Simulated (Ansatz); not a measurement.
## How fast states decay through Y2Zn2AsPO2: the bulk crystal and its band edges

Ansatz 0.2.0; LDA DFT, plane waves, PAW files.

The energy window and the wavevectors of the next steps follow from the band edges, so these are searched first, off the mesh as well.

The structure was built from a prototype and need not be the compound's stable phase.

Contents of input.yaml:

```yaml
crystal:
  lattice:
    - [1.9227998636, 1.1101290188, 10.0030283119]
    - [-1.9227998636, 1.1101290188, 10.0030283119]
    - [0.0, -2.2202580377, 10.0030283119]
  atoms:
    - { symbol: "Y", position: [0.3800315575, 0.3800315575, 0.3800315575] }
    - { symbol: "Y", position: [0.6218025683, 0.6218025683, 0.6218025683] }
    - { symbol: Zn, position: [0.1931378078, 0.1931378078, 0.1931378078] }
    - { symbol: Zn, position: [0.8027874075, 0.8027874075, 0.8027874075] }
    - { symbol: As, position: [0.8891976187, 0.8891976187, 0.8891976187] }
    - { symbol: P, position: [0.1111230032, 0.1111230032, 0.1111230032] }
    - { symbol: O, position: [0.3064386603, 0.3064386603, 0.3064386603] }
    - { symbol: O, position: [0.6954813767, 0.6954813767, 0.6954813767] }
kpoints:
  mp_grid: { grid: [8, 8, 8] }
  band_path: { path: [VBM, CBM], npoints: 30 }
scf:
  occupations: { method: fixed }
hamiltonian:
  xc: lda
output:
  eigenvalues: true
  write_potential: true
  write_density: true
  volumetric_format: npy
  elf: true
```

The run is started by

```sh
ansatz run input.yaml --threads 2 --pin off --max-ram 4096MiB --backend cpu --events-out ev --progress --plain --runs-dir out
```

Q: Predict the electronic bands.

The 78 valence electrons fill 39 bands exactly, which allows a gap.

Electrostatic potential energy in the ac plane of the conventional cell at fractional y = 0.000, with atoms of Y and Zn and As and P and O within 0.2 Å of it. With pseudopotentials it is smooth inside the atoms' cores, unlike the true potential.

Valence density in the ac plane of the conventional cell at fractional y = 0.000, with atoms of Y and Zn and As and P and O within 0.2 Å of it. It is the smooth field of the valence electrons, not physical close to the nuclei.

This step gave:

| --- | --- |
| gap on the k-mesh | 0.7748 eV |
| gap on path | 0.7576 eV, by band count; negative where bands overlap |
| direct gap on path | 1.182 eV |
| edge places on path | 0, 1.048 1/A along the path |

Electronic bands along the path, in eV, zero at the Fermi level (highest filled level under fixed occupations); v1 is the highest filled band, c1 the lowest empty one:

```csv
point,v4,v3,v2,v1,c1,c2,c3,c4
VBM,-0.99,-0.99,0.00,0.00,1.18,1.72,2.17,2.17
halfway,-2.71,-2.37,-1.77,-1.26,1.76,2.13,2.52,2.76
CBM,-3.60,-3.04,-2.98,-2.61,0.76,1.91,2.28,2.92
```

ELF in the ac plane of the conventional cell at fractional y = 0.000, with atoms of Y and Zn and As and P and O within 0.2 Å of it.

Values, 24 rows by 14 columns, each cell a mean:
```
0.05 0.05 0.05 0.07 0.10 0.13 0.16 0.16 0.14 0.11 0.08 0.06 0.04 0.05
0.64 0.58 0.47 0.31 0.18 0.11 0.10 0.10 0.10 0.13 0.23 0.38 0.52 0.61
0.23 0.40 0.69 0.79 0.65 0.42 0.24 0.20 0.29 0.52 0.74 0.78 0.58 0.29
0.47 0.49 0.50 0.45 0.34 0.23 0.19 0.18 0.20 0.27 0.39 0.48 0.50 0.48
0.03 0.06 0.13 0.21 0.29 0.37 0.39 0.40 0.39 0.34 0.24 0.18 0.10 0.04
0.14 0.16 0.20 0.32 0.47 0.57 0.60 0.61 0.60 0.55 0.40 0.25 0.18 0.15
0.48 0.45 0.37 0.21 0.11 0.14 0.21 0.24 0.19 0.13 0.15 0.28 0.41 0.47
0.59 0.69 0.71 0.52 0.21 0.09 0.10 0.12 0.09 0.12 0.33 0.62 0.72 0.65
0.59 0.60 0.52 0.29 0.12 0.19 0.36 0.41 0.30 0.15 0.17 0.40 0.56 0.60
0.64 0.67 0.61 0.38 0.16 0.17 0.24 0.26 0.21 0.15 0.22 0.49 0.65 0.67
0.06 0.08 0.16 0.32 0.49 0.61 0.66 0.67 0.65 0.57 0.42 0.23 0.12 0.07
0.02 0.04 0.09 0.17 0.26 0.30 0.31 0.32 0.31 0.28 0.22 0.13 0.07 0.03
0.03 0.05 0.12 0.21 0.30 0.34 0.36 0.36 0.36 0.34 0.28 0.17 0.09 0.04
0.09 0.10 0.16 0.30 0.47 0.58 0.62 0.63 0.61 0.55 0.41 0.24 0.13 0.10
0.67 0.72 0.67 0.42 0.16 0.15 0.21 0.23 0.18 0.13 0.24 0.55 0.71 0.70
0.58 0.57 0.48 0.26 0.12 0.19 0.35 0.40 0.28 0.13 0.14 0.36 0.53 0.59
0.60 0.72 0.74 0.54 0.22 0.10 0.11 0.12 0.09 0.11 0.34 0.66 0.75 0.67
0.42 0.39 0.31 0.19 0.14 0.17 0.23 0.25 0.20 0.14 0.14 0.24 0.35 0.40
0.12 0.14 0.19 0.29 0.47 0.61 0.66 0.67 0.65 0.57 0.40 0.25 0.17 0.13
0.06 0.08 0.14 0.20 0.24 0.31 0.33 0.34 0.33 0.29 0.22 0.18 0.12 0.07
0.44 0.47 0.51 0.50 0.39 0.27 0.20 0.20 0.23 0.31 0.45 0.51 0.50 0.45
0.35 0.43 0.59 0.67 0.60 0.41 0.23 0.18 0.29 0.49 0.65 0.66 0.53 0.38
0.53 0.48 0.37 0.24 0.14 0.10 0.10 0.11 0.10 0.11 0.18 0.30 0.42 0.50
0.04 0.04 0.04 0.07 0.09 0.12 0.15 0.16 0.14 0.12 0.08 0.06 0.04 0.04
```
Columns run along a (3.8 Å), rows up along c (30.0 Å), edges of the conventional cell, whose origin can differ from the input's. Atoms in or near the plane, at fractional coordinates: Y at (0.00, 0.62), Y at (0.00, 0.38), Zn at (0.00, 0.81), Zn at (0.00, 0.20), As at (0.00, 0.11), P at (0.00, 0.89), O at (0.00, 0.69), O at (0.00, 0.30).

Ten even steps from '0' (-37 eV) to '9' (15 eV), each cell a mean:
```
99999888899999
89999888889999
00379999998610
67899999999876
12479999998631
78899988999988
88999888889998
23699988899852
23478999998643
12368999997531
99999988999999
99999999999999
99999988999999
99999998999999
11368999987421
34578999998643
13699888899852
89999888889999
56789999999876
23579999998642
77889999999877
88679999998678
99999888889999
99999988899999
```
Columns run along a (3.8 Å; values clipped at the 3rd and 97th percentile), rows up along c (30.0 Å), edges of the conventional cell, whose origin can differ from the input's. Atoms in or near the plane, at fractional coordinates: Y at (0.00, 0.62), Y at (0.00, 0.38), Zn at (0.00, 0.81), Zn at (0.00, 0.20), As at (0.00, 0.11), P at (0.00, 0.89), O at (0.00, 0.69), O at (0.00, 0.30).

Ten steps, logarithmic in the rise over the least value, from '_' (0 e/Å³) to '@' (18 e/Å³), each cell a mean:
```
__________..........________
............................
::::--::::..........::----::
::::::................::::::
@@%%==::..............--**@@
::::..........::..........::
----::..................::--
##**==::..________....--++**
++++==::..............--==++
++++==::........__....--++++
______......::::::....______
________............________
________....::::......______
______......::::::....______
++++==--....______..::--++++
++==--::..............::==++
##**==::..............--++**
--::....................::::
++==::................::--++
@@##==::..............--++%%
++==--::..............::--++
@@%%++--::....__....::--**@@
............................
__________..........________
```
Columns run along a (3.8 Å), rows up along c (30.0 Å), edges of the conventional cell, whose origin can differ from the input's. Atoms in or near the plane, at fractional coordinates: Y at (0.00, 0.62), Y at (0.00, 0.38), Zn at (0.00, 0.81), Zn at (0.00, 0.20), As at (0.00, 0.11), P at (0.00, 0.89), O at (0.00, 0.69), O at (0.00, 0.30).

[Logs are printed without paths, hosts, clocks, repeated set-up lines and the standing remarks that a program may print on its own settings, such as how far it seeks lower states.]

[Hosts, paths, dates, database ids (printed as entryN), source tags and the programs' standing remarks are cut or masked in the printed files.]
